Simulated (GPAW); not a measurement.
Consider SnSe (Fm-3m).

```xyz
2
Lattice="0.0000 3.0100 3.0100 3.0100 0.0000 3.0100 3.0100 3.0100 0.0000" Properties=species:S:1:pos:R:3 pbc="T T T"
Sn    0.0000    0.0000    0.0000
Se    3.0100    3.0100    3.0100
```

Absorber: atom 2, with 6 Sn at 3.01 Å (octahedral, site symmetry m-3m). Method: GPAW, LDA, full core hole (charged cell), 8-atom cell with 6.0 Å between holes, 3×3×3 k points, dipole transitions, Gaussian full width 2.33 eV up to 4 eV, rising linearly to 3.5 eV at 25 eV.

Predict the near-edge structure at the Se K edge.

Main maxima up to 30 eV above the zero (height): 2.6 eV (2.45), 12.6 eV (1.13), 18.8 eV (1.44) and 25.2 eV (1.00). A K edge sees empty p states on the absorber. 

The Se K spectrum (energy from the lowest empty level; intensity scaled to a mean of 1 over the first 20 eV):

```
E (eV)  intensity
  -2.0       0.04
  -1.0       0.25
   0.0       0.68
   1.0       1.32
   2.0       2.20
   3.0       2.33
   4.0       1.33
   5.0       0.55
   6.0       0.27
   7.0       0.21
   8.0       0.33
   9.0       0.50
  10.0       0.65
  11.0       0.90
  12.0       1.10
  13.0       1.11
  14.0       0.91
  15.0       0.68
  16.0       0.74
  17.0       1.07
  18.0       1.36
  19.0       1.42
  20.0       1.23
  21.0       0.99
  22.0       0.87
  23.0       0.89
  24.0       0.95
  25.0       1.00
  26.0       0.98
  27.0       0.95
  28.0       0.94
  29.0       0.88
  30.0       0.76
  31.0       0.68
```

The script folds with a Gaussian, whereas the core hole's own line is a Lorentzian, so the onset is too steep and the first peak too high. The holes are only 6.0 Å apart, so the shape is probably not converged with cell size; no larger cell was run here. The mesh is coarse (0.35 Å⁻¹ between points), so small maxima may be mesh ripples. Lifetime broadening is put in by hand, and intensities beyond about 20 eV depend on it and on the partial waves. The structure is a published determination, not relaxed.

[Banner, clock and machine lines of the logs are left out without a mark of their own.]

[Logs are printed without paths, hosts, clocks, repeated set-up lines and the standing remarks that a program may print on its own settings, such as how far it seeks lower states.]

[Hosts, paths, dates, database ids (printed as entryN), source tags and the programs' standing remarks are cut or masked in the printed files.]

[Lists of maxima count a maximum above −3 eV only where it reaches 4 % of the highest in the window and stands out from its surroundings by 2 % of it (1.5 % where it reaches 55 %); shoulders and weaker maxima are passed over, and of the rest the first, up to two pre-edge ones and the few strongest are named.]
